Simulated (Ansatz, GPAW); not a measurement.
# A 7-layer slab of Ba(110): work function by functional and basis

Aim: the work function of both faces of a 7-layer slab of Ba(110), and its spread over functionals and bases.

Program: GPAW 26.7.0 and Ansatz 0.2.0. Level of theory: Ansatz plane waves; slab in vacuum with a dipole correction, relaxation, in the first sound run; inputs show where later runs differ. Results are calculated unless marked as measured.

## 1. Starting point

The cell holds 7 atoms: 7 Ba. Its edges and angles: a = 4.347 Å, b = 4.347 Å, c = 37.298 Å, α = 90.0°, β = 90.0°, γ = 70.5°. Vacuum lies along c.

## 2. Relaxation

The atoms are relaxed first, since the surface dipole, and with it the work function, follows the positions of the outer layers. The lowest 3 atoms are held at bulk positions and keep their forces.

input.yaml

```yaml
crystal:
  lattice:
    - [3.5496760416, -2.51, 0.0]
    - [3.5496760416, 2.51, 0.0]
    - [0.0, 0.0, 37.2980562493]
  atoms:
    - { symbol: Ba, position: [0.0, 0.0, 0.2144883891] }
    - { symbol: Ba, position: [0.5, 0.5, 0.309658926] }
    - { symbol: Ba, position: [0.0, 0.0, 0.404829463] }
    - { symbol: Ba, position: [0.5, 0.5, 0.5] }
    - { symbol: Ba, position: [0.0, 0.0, 0.595170537] }
    - { symbol: Ba, position: [0.5, 0.5, 0.690341074] }
    - { symbol: Ba, position: [0.0, 0.0, 0.7855116109] }
kpoints:
  mp_grid: { grid: [8, 8, 1] }
hamiltonian:
  xc: pbe
scf:
  occupations: { method: fermi_dirac, width: 0.1 }
efield:
  axis: 3
  dipole_correction: true
  ramp_width: 0.05
relax:
  f_tol: 0.02
  max_steps: 60
  constraints: [{ sites: [0, 1, 2] }]
output:
  write_potential: true
  write_density: true
  volumetric_format: npy
```

Started as:

```bash
ansatz run input.yaml --threads 4 --pin off --max-ram 8192MiB --backend cpu --events-out ev --progress --plain --runs-dir out
```

Numbers of over 12 decimals in the logs are rounded to 6 here.

Log:

```text
Engine: ansatz 0.2.0, aarch64-unknown-linux-gnu
Pseudopotentials: kind: paw
Pseudopotential: Ba, paw, valence charge 10, recommended cutoff 420 eV (normal), Ba.paw.azcp
Functional definition: PBE
  parameter kappa = 0.804
  parameter beta = 0.066725
  exchange = pbe_x(kappa = kappa, mu = beta*pi^2/3)
  correlation = pbe_c(beta = beta)
Crystal: 7 atoms, lattice volume = 664.628 Å³
Basis set: ecut = 420 eV, 13011 PW (Γ), exchange–correlation on 60×60×500 points (8 copies of the dense FFT grid, shifted against one another)
Bands: 42, of which v1, the nominal top of the filled ones, is band 35 counted from 1 (34 counted from 0)
Symmetry: 4 space group operations
k-points: 21 of 64
Non-local potential: Ba, projectors of the file, l = 0: 3, l = 1: 2, l = 2: 2, l = 3: 2
PAW form: soft (Blöchl's): semilocal exchange-correlation on the pseudo side does not see the compensation charge
PAW one-centre angular grid: Ba, 194 points (default); XC on 64 Gauss nodes
Initial density: superposition of atomic densities (neutral atoms: chi_scale 0, normalization atom), corrected by the library's trained network
Initial wavefunctions: pseudopotential atomic-orbital guess
Functional: x = pbe(κ = 0.804, μ = 0.219515), c = pbe(β = 0.066725)
SCF iter   1: F=—  HF=-41646.239629 eV  |F-HF|=—  |Δ(HF+E_count)|=         —  Δρ=1.08e-3  dr2=1.88e-1  ethr=1.77e-3  p=-0.000 e·Å  D=-5.47e-15 V/Å  ΔV_dip=0.00 eV  dr2_dipole=1.94e-10  V_vac-E_F(+/−)=2.61/2.61 eV  ⟨swp⟩=16.3  Hψ=14370  notcnv=0
efield: sawtooth ramp at fractional position 0.9750 (placed from the atoms, in the widest stretch of the axis that holds none; the zero of the levels goes with the place), width 0.0500; the density the first Hamiltonian is built on has a dipole p = -0.000 e·Å; the dipole correction subtracts the counter field D = -5.47e-15 V/Å, which shifts the + side's vacuum level by +0.00 eV against the − side's; the planar-averaged density in the ramp window peaks in size at 6.2e-5 e/Å³
automatic band count: the SCF goes on with 49 bands, as 42 were too few: the levels above may hold too much charge
preconditioner: auto → LDOS  [metal: Δε(μ)=0.050 eV  Ē_g=1.573 eV  σ=0.100 eV  W_gap=0.13  n_scr=88 (ndim 8)  ℏωp=5.4 eV  f_vac=0.293  D(μ)=9.27/eV (n_scr^D=38)  β→1.0]
SCF iter   2: F=—  HF=-41646.237369 eV  |F-HF|=—  |Δ(HF+E_count)|=   2.26e-3  Δρ=3.72e-4  dr2=7.22e-3  ethr=2.69e-4  p=0.000 e·Å  D=1.05e-6 V/Å  ΔV_dip=-0.00 eV  dr2_dipole=1.96e-9  V_vac-E_F(+/−)=2.50/2.50 eV  ⟨swp⟩=1.3  Hψ=1207  notcnv=0
SCF iter   3: F=—  HF=-41646.237867 eV  |F-HF|=—  |Δ(HF+E_count)|=   4.98e-4  Δρ=1.49e-4  dr2=6.61e-4  ethr=1.03e-5  p=-0.000 e·Å  D=-2.52e-6 V/Å  ΔV_dip=0.00 eV  dr2_dipole=5.14e-10  V_vac-E_F(+/−)=2.46/2.46 eV  ⟨swp⟩=2.4  Hψ=1570  notcnv=0
SCF iter   4: F=—  HF=-41646.237921 eV  |F-HF|=—  |Δ(HF+E_count)|=   5.39e-5  Δρ=6.94e-5  dr2=1.75e-4  ethr=9.45e-7  p=0.000 e·Å  D=3.10e-7 V/Å  ΔV_dip=-0.00 eV  dr2_dipole=3.23e-10  V_vac-E_F(+/−)=2.45/2.45 eV  ⟨swp⟩=2.0  Hψ=1686  notcnv=0
iter 5 did not close the SCF: its close was put off for the readings that it lacked (scf_convergence_deferred on its scf_iter line)
SCF iter   5: F=-41646.237919 eV  HF=-41646.237919 eV  |F-HF|=9.69e-8  |Δ(HF+E_count)|=   2.31e-6  Δρ=1.49e-5  dr2=5.80e-6  ethr=2.49e-7  p=-0.000 e·Å  D=-3.25e-8 V/Å  ΔV_dip=0.00 eV  dr2_dipole=1.34e-10  V_vac-E_F(+/−)=2.44/2.44 eV  ⟨swp⟩=2.3  Hψ=1804  notcnv=0
SCF iter   6: F=-41646.237920 eV  HF=-41646.237920 eV  |F-HF|=3.56e-8  |Δ(HF+E_count)|=   1.40e-6  Δρ=4.59e-6  dr2=5.13e-7  ethr=8.29e-9  p=0.000 e·Å  D=8.10e-8 V/Å  ΔV_dip=-0.00 eV  dr2_dipole=3.00e-11  V_vac-E_F(+/−)=2.44/2.44 eV  ⟨swp⟩=10.4  Hψ=9090  notcnv=0
SCF 1 converged in 6 iterations: F = -41646.237920 eV  dr2 = 5.13e-7
  greatest PAW one-centre occupation: 0.959 electrons in one spin orbital (limit 2), on the Ba atom at site 6 (counted from 0), in its partial waves of l = 0
relax step   1: F+E_penalty+E_count = -41646.23792035 eV  Δ(F+E_penalty+E_count) = +0.000e0 eV  max|allowed force component| = 6.497e-2 eV/Å  Δτ_max = 0.0000 Å  (6 SCF iters, dr2 threshold 1.00e-5 eV, accepted)
Bands: 49, of which v1, the nominal top of the filled ones, is band 35 counted from 1 (34 counted from 0)
Initial density: handed on by an earlier stage of this run
Initial wavefunctions: those handed on with the density
iter 1 solved again at ethr=9.88e-6 eV; its pass at ethr=3.10e-3 eV (dr2=6.92e-3 eV) is discarded
SCF iter   1: F=—  HF=-41646.239941 eV  |F-HF|=—  |Δ(HF+E_count)|=         —  Δρ=2.26e-4  dr2=1.14e-2  ethr=9.88e-6  p=0.000 e·Å  D=8.31e-8 V/Å  ΔV_dip=-0.00 eV  dr2_dipole=4.48e-3  V_vac-E_F(+/−)=2.44/2.44 eV  ⟨swp⟩=2.0  Hψ=2804  notcnv=0
efield: sawtooth ramp at fractional position 0.9750 (handed on by an earlier solve), width 0.0500; the density the first Hamiltonian is built on has a dipole p = 0.000 e·Å; the dipole correction subtracts the counter field D = 8.31e-8 V/Å, which shifts the + side's vacuum level by -0.00 eV against the − side's; the planar-averaged density in the ramp window peaks in size at 8.8e-6 e/Å³
eigensolver tolerance schedule calibrated: the retry pair's looser diagonalisation under-reported the residual by θ = 0.39 (0.16/decade); ethr = c·dr2/N_el runs at the constant in force after the calibration composes with the one it found (an armed cap, an earlier calibration), c = 4.0e-2
preconditioner: auto → LDOS  [metal: Δε(μ)=0.049 eV  Ē_g=1.571 eV  σ=0.100 eV  W_gap=0.12  n_scr=88 (ndim 8)  ℏωp=5.4 eV  f_vac=0.295  D(μ)=9.38/eV (n_scr^D=38)  β→1.0]
SCF iter   2: F=—  HF=-41646.239484 eV  |F-HF|=—  |Δ(HF+E_count)|=   4.57e-4  Δρ=6.27e-5  dr2=3.44e-4  ethr=6.57e-6  p=0.001 e·Å  D=3.64e-4 V/Å  ΔV_dip=-0.01 eV  dr2_dipole=8.88e-6  V_vac-E_F(+/−)=2.43/2.44 eV  ⟨swp⟩=1.5  Hψ=1071  notcnv=0
SCF iter   3: F=—  HF=-41646.239495 eV  |F-HF|=—  |Δ(HF+E_count)|=   1.13e-5  Δρ=2.07e-5  dr2=1.12e-5  ethr=1.98e-7  p=0.001 e·Å  D=1.94e-4 V/Å  ΔV_dip=-0.01 eV  dr2_dipole=1.95e-6  V_vac-E_F(+/−)=2.43/2.44 eV  ⟨swp⟩=2.0  Hψ=1609  notcnv=0
SCF iter   4: F=—  HF=-41646.239313 eV  |F-HF|=—  |Δ(HF+E_count)|=   1.82e-4  Δρ=5.36e-6  dr2=1.29e-6  ethr=6.43e-9  p=0.001 e·Å  D=1.49e-4 V/Å  ΔV_dip=-0.01 eV  dr2_dipole=1.46e-7  V_vac-E_F(+/−)=2.43/2.44 eV  ⟨swp⟩=2.1  Hψ=1941  notcnv=0
SCF iter   5: F=—  HF=-41646.239313 eV  |F-HF|=—  |Δ(HF+E_count)|=   6.49e-8  Δρ=2.31e-6  dr2=1.37e-7  ethr=7.44e-10  p=0.000 e·Å  D=9.96e-5 V/Å  ΔV_dip=-0.00 eV  dr2_dipole=1.23e-10  V_vac-E_F(+/−)=2.43/2.44 eV  ⟨swp⟩=2.0  Hψ=1671  notcnv=0
SCF iter   6: F=-41646.239313 eV  HF=-41646.239313 eV  |F-HF|=5.82e-11  |Δ(HF+E_count)|=   8.37e-9  Δρ=7.23e-7  dr2=1.55e-8  ethr=5.76e-11  p=0.000 e·Å  D=7.87e-5 V/Å  ΔV_dip=-0.00 eV  dr2_dipole=2.63e-10  V_vac-E_F(+/−)=2.44/2.44 eV  ⟨swp⟩=10.4  Hψ=7598  notcnv=0
SCF 2 converged in 6 iterations: F = -41646.239313 eV  dr2 = 1.55e-8
relax step   2: F+E_penalty+E_count = -41646.23931331 eV  Δ(F+E_penalty+E_count) = -1.393e-3 eV  max|allowed force component| = 3.929e-2 eV/Å  Δτ_max = 0.0195 Å  (6 SCF iters, accepted)
SCF iter   1: F=—  HF=-41646.241267 eV  |F-HF|=—  |Δ(HF+E_count)|=         —  Δρ=3.68e-4  dr2=1.88e-2  ethr=6.04e-4  p=0.000 e·Å  D=7.87e-5 V/Å  ΔV_dip=-0.00 eV  dr2_dipole=1.15e-3  V_vac-E_F(+/−)=2.44/2.44 eV  ⟨swp⟩=4.2  Hψ=2103  notcnv=0
efield: sawtooth ramp at fractional position 0.9750 (handed on by an earlier solve), width 0.0500; the density the first Hamiltonian is built on has a dipole p = 0.000 e·Å; the dipole correction subtracts the counter field D = 7.87e-5 V/Å, which shifts the + side's vacuum level by -0.00 eV against the − side's; the planar-averaged density in the ramp window peaks in size at 8.7e-6 e/Å³
preconditioner: auto → LDOS  [metal: Δε(μ)=0.050 eV  Ē_g=1.573 eV  σ=0.100 eV  W_gap=0.12  n_scr=88 (ndim 8)  ℏωp=5.4 eV  f_vac=0.297  D(μ)=9.35/eV (n_scr^D=38)  β→1.0]
SCF iter   2: F=—  HF=-41646.240355 eV  |F-HF|=—  |Δ(HF+E_count)|=   9.12e-4  Δρ=1.11e-4  dr2=5.58e-3  ethr=2.68e-5  p=0.004 e·Å  D=1.09e-3 V/Å  ΔV_dip=-0.04 eV  dr2_dipole=7.82e-3  V_vac-E_F(+/−)=2.40/2.44 eV  ⟨swp⟩=1.0  Hψ=1197  notcnv=0
SCF iter   3: F=—  HF=-41646.240365 eV  |F-HF|=—  |Δ(HF+E_count)|=   9.44e-6  Δρ=3.31e-5  dr2=2.01e-4  ethr=7.97e-6  p=0.002 e·Å  D=5.17e-4 V/Å  ΔV_dip=-0.02 eV  dr2_dipole=2.36e-4  V_vac-E_F(+/−)=2.42/2.44 eV  ⟨swp⟩=1.0  Hψ=1029  notcnv=0
SCF iter   4: F=—  HF=-41646.240372 eV  |F-HF|=—  |Δ(HF+E_count)|=   6.82e-6  Δρ=2.77e-5  dr2=3.37e-5  ethr=2.87e-7  p=0.001 e·Å  D=3.15e-4 V/Å  ΔV_dip=-0.01 eV  dr2_dipole=4.02e-6  V_vac-E_F(+/−)=2.43/2.44 eV  ⟨swp⟩=2.0  Hψ=1502  notcnv=0
SCF iter   5: F=—  HF=-41646.240183 eV  |F-HF|=—  |Δ(HF+E_count)|=   1.88e-4  Δρ=4.66e-6  dr2=7.52e-7  ethr=4.81e-8  p=0.001 e·Å  D=2.73e-4 V/Å  ΔV_dip=-0.01 eV  dr2_dipole=6.12e-8  V_vac-E_F(+/−)=2.43/2.44 eV  ⟨swp⟩=2.0  Hψ=1579  notcnv=0
SCF iter   6: F=—  HF=-41646.240183 eV  |F-HF|=—  |Δ(HF+E_count)|=   1.99e-7  Δρ=2.13e-6  dr2=1.60e-7  ethr=1.43e-10  p=0.001 e·Å  D=2.15e-4 V/Å  ΔV_dip=-0.01 eV  dr2_dipole=2.58e-10  V_vac-E_F(+/−)=2.43/2.44 eV  ⟨swp⟩=11.4  Hψ=8626  notcnv=0
SCF iter   7: F=-41646.240183 eV  HF=-41646.240183 eV  |F-HF|=1.70e-8  |Δ(HF+E_count)|=   1.94e-9  Δρ=4.80e-7  dr2=1.04e-8  ethr=1.43e-10  p=0.001 e·Å  D=1.90e-4 V/Å  ΔV_dip=-0.01 eV  dr2_dipole=8.05e-9  V_vac-E_F(+/−)=2.43/2.44 eV  ⟨swp⟩=10.2  Hψ=7378  notcnv=0
SCF 3 converged in 7 iterations: F = -41646.240183 eV  dr2 = 1.04e-8
relax step   3: F+E_penalty+E_count = -41646.24018328 eV  Δ(F+E_penalty+E_count) = -8.700e-4 eV  max|allowed force component| = 2.358e-3 eV/Å  Δτ_max = 0.0407 Å  (7 SCF iters, accepted)
NSCF: frozen V_eff on 21 k-points
the band table was solved once a step of the walk had ended and its energy, with any forces and stress, was formed, with the checks that follow a solve (5273 applications of the Hamiltonian). They found nothing against the state; the energy, forces and stress were not computed again (output.eigenvalues in the input reference)
WARN: The output density's exchange-correlation potential varies sharply where the density is thin. Do not read a vacuum level from v_tot or v_xc, or from such a field of the output density. On a cell that repeats whose density bears no net charge and no dipole along the vacuum's axis use v_es (v_loc + v_h of the components); under efield.dipole_correction with no amplitude use v_es + v_field, which holds any externa [...]
SCF converged after 7 iterations
Free energy (F): -41646.240183 eV
Harris-Foulkes:  -41646.240183 eV  (|F-HF|=1.70e-8)
Internal energy: -41645.911826 eV  (E = F + TS)
E sigma→0 (E₀):  -41646.076005 eV
Entropy (-TS):   -0.328357 eV (-46.908 meV/atom)
Fermi energy:    3.140801 eV
Dipole field:    D = 0.000256 V/Å  (p = 0.000941 e·Å, saw-weighted, corrected)
Work function:   Φ+ = 2.4297 eV   Φ− = 2.4393 eV
Levels:          The Fermi level and band energies are counted from a zero that moves with the ramp; work functions are not
--- Per-component energies (eV) ---
  E_band       = -789.201567
  E_kinetic    = 1163.763417
  E_local      = -20485.859687  (includes V_loc(G=0)·N_el)
  E_nonlocal   = 399.616182
  E_hartree    = 9658.589814
  E_xc         = -1164.484125
  E_vxc        = -933.558041  (∫ρ·V_xc dr)
  E_paw        = -36580.750155  (= ΣΔE_a)
  E_vpaw       = -250.340210  (= ΣTr[D̂ρ^β])
  E_aug_tail   = -0.000012  (compensation charges beyond the density's cutoff)
  E_efield     = 0.000000  (sawtooth field / dipole correction)
  E_vefield    = 0.000076  (∫n·V_field dr)
  E_ewald      = 5363.212739
  E_smearing   = -0.328357  (= −TS)
  E_closure    = -0.000000  (closes the sum)
  Σ components = -41646.240183   (vs F -41646.240183, Δ=0.00e0)
--- Forces (eV/Å), atoms counted from 1 ---
  atom   1  Ba     0.00000000     0.00000000     0.05522949
  atom   2  Ba     0.00000000     0.00000000    -0.06501014
  atom   3  Ba     0.00000000     0.00000000     0.01108064
  atom   4  Ba     0.00000000     0.00000000     0.00015012
  atom   5  Ba     0.00000000     0.00000000    -0.00105637
  atom   6  Ba     0.00000000     0.00000000    -0.00235784
  atom   7  Ba     0.00000000     0.00000000     0.00194288
  max |Σ_I F_I| component: 2.12e-5 eV/Å
--- Band table (eV; the first three rows and the last of 21) ---
  k-point 0: bands = [... 31 lower, 1.3053, 1.7042, 2.0233, 2.1966, 3.5681, 3.5709, 3.8299, 3.8729, ... 10 higher]
  k-point 1: bands = [... 31 lower, 1.4958, 1.8957, 2.2267, 2.4104, 3.5975, 3.6030, 3.8203, 3.8501, ... 10 higher]
  k-point 2: bands = [... 31 lower, 1.9358, 2.3036, 2.6567, 2.9068, 3.5558, 3.5690, 3.6902, 3.7092, ... 10 higher]
  k-point 20: bands = [... 31 lower, 2.6388, 2.6782, 2.7041, 2.7708, 2.8367, 2.8481, 3.0001, 3.3180, ... 10 higher]
--- Relaxed structure (3 steps of the walk, 3 accepted, 0 SCFs on fresh bases) ---
  F+E_penalty+E_count = -41646.24018328 eV   max|allowed force component| = 2.358e-3 eV/Å
  atoms:
    - { symbol: Ba, position: [0.0, 0.0, 0.2144883891] }
    - { symbol: Ba, position: [0.5, 0.5, 0.309658926] }
    - { symbol: Ba, position: [0.0, 0.0, 0.404829] }
    - { symbol: Ba, position: [0.5, 0.5, 0.500091] }
    - { symbol: Ba, position: [0.0, 0.0, 0.595352] }
    - { symbol: Ba, position: [0.5, 0.5, 0.690893] }
    - { symbol: Ba, position: [0.0, 0.0, 0.783898] }
```

Elapsed: 59 s, on 4 threads of Arm Neoverse V1, shared host; peak memory 1.3 GiB.

Relaxation path:

| step | energy less that of the first step (eV) | largest force component (eV/Å) |
| --- | --- | --- |
| 1 | 0.0000 | 0.0650 |
| 2 | -0.0014 | 0.0393 |
| 3 | -0.0023 | 0.0024 |

The run keeps the 4 symmetry operations that it works with, so distortions that break them were not tested.

The atoms that moved most (Å):

| atom | dx | dy | dz | length |
| --- | --- | --- | --- | --- |
| Ba7 | 0.000 | 0.000 | -0.060 | 0.060 |
| Ba6 | 0.000 | 0.000 | 0.021 | 0.021 |
| Ba5 | 0.000 | 0.000 | 0.007 | 0.007 |

This step gave:

| Quantity | Value |
| --- | --- |
| free energy | -41646.2402 eV |
| smearing term TS | 0.3284 eV |
| symmetry operations | 4 |
| upper work function | 2.430 eV |
| lower work function | 2.439 eV |
| dipole along the normal | 9.41e-4 e·Å |
| dipole field | 2.56e-4 V/Å |
| vacuum level above | 5.571 eV |
| vacuum level below | 5.580 eV |

Table of electrostatic potential energy of an electron (with the applied field's), less the Fermi level, planar mean by z:

| z (Å) | electrostatic potential energy of an electron (with the applied field's), less the Fermi level, planar mean (eV) |
| --- | --- |
| 0 | 2.43 |
| 1 | 2.44 |
| 2 | 2.44 |
| 3 | 2.43 |
| 4 | 2.41 |
| 5 | 2.28 |
| 6 | 1.61 |
| 7 | -1.92 |
| 8 | -8.40 |
| 9 | -1.38 |
| 10 | 1.30 |
| 11 | -5.64 |
| 12 | -6.47 |
| 13 | 1.01 |
| 14 | -0.569 |
| 15 | -8.16 |
| 16 | -2.26 |
| 17 | 1.39 |
| 18 | -4.74 |
| 19 | -7.18 |
| 20 | 0.743 |
| 21 | 0.106 |
| 22 | -7.86 |
| 23 | -3.35 |
| 24 | 1.43 |
| 25 | -3.57 |
| 26 | -7.71 |
| 27 | 0.287 |
| 28 | 0.227 |
| 29 | -7.80 |
| 30 | -4.13 |
| 31 | 1.24 |
| 32 | 2.20 |
| 33 | 2.39 |
| 34 | 2.42 |
| 35 | 2.43 |
| 36 | 2.43 |
| 37 | 2.43 |

Valence density, planar mean against z:

| z (Å) | valence density, planar mean (e/Å³) |
| --- | --- |
| 2 | 1.3e-5 |
| 3 | 8.0e-5 |
| 4 | 4.7e-4 |
| 5 | 0.00249 |
| 6 | 0.0111 |
| 7 | 0.103 |
| 8 | 0.294 |
| 9 | 0.110 |
| 10 | 0.0444 |
| 11 | 0.248 |
| 12 | 0.267 |
| 13 | 0.0476 |
| 14 | 0.0867 |
| 15 | 0.290 |
| 16 | 0.138 |
| 17 | 0.0416 |
| 18 | 0.219 |
| 19 | 0.280 |
| 20 | 0.0539 |
| 21 | 0.0694 |
| 22 | 0.289 |
| 23 | 0.172 |
| 24 | 0.0401 |
| 25 | 0.181 |
| 26 | 0.288 |
| 27 | 0.0673 |
| 28 | 0.0666 |
| 29 | 0.290 |
| 30 | 0.182 |
| 31 | 0.0163 |
| 32 | 0.00357 |
| 33 | 7.0e-4 |
| 34 | 1.2e-4 |
| 35 | 2.0e-5 |

The relaxation lowered the energy of the cell by 0.00226 eV.

[end of part 1 of 3]

[Logs are printed without paths, hosts, clocks, repeated set-up lines and the standing remarks that a program may print on its own settings, such as how far it seeks lower states.]

[Hosts, paths, dates, database ids (printed as entryN), source tags and the programs' standing remarks are cut or masked in the printed files.]
